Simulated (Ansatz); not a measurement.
Rows from a G0W0 calculation on Si5H4C5 (hydrogen-terminated (110) film, 5 layers) (Ansatz 0.2.0; G0W0 on LDA, plane waves, PAW; PAW set soft_1; 6×4×1 mesh, 322 empty bands, screening to 41 eV, PAW set soft_1 files), in eV. Spin-orbit coupling is left out.

| row | Σx | Σc | Vxc | Z |
| --- | --- | --- | --- | --- |
| A | -7.43 | -3.39 | -11.99 | 0.82 |
| B | -6.76 | -3.41 | -11.28 | 0.82 |
| C | -6.86 | -3.44 | -11.41 | 0.82 |
| D | -6.28 | -3.49 | -11.02 | 0.82 |
| E | -17.73 | 2.74 | -14.55 | 0.79 |
| F | -18.45 | 2.49 | -16.01 | 0.80 |

Question: Which rows are filled states and which are empty ones, and how can one tell?

Filled: E and F. Empty: A, B, C and D. The sign of Σc tells: for a filled state bare exchange, which holds its interaction with itself, lies below Vxc (Σx − Vxc is -2.4 eV or lower here) and screening gives part back as a positive Σc. For an empty state Σx lies above Vxc (+4.5 eV or more) and the Coulomb hole leaves Σc negative.

[Runs of the session that timed out or met a known fault of the program may be left out.]

[Cells called generated may have been cut or substituted from an entry of the Crystallography Open Database or the Materials Project.]

[Hosts, paths, dates, database ids (printed as entryN), source tags and the programs' standing remarks are cut or masked in the printed files.]
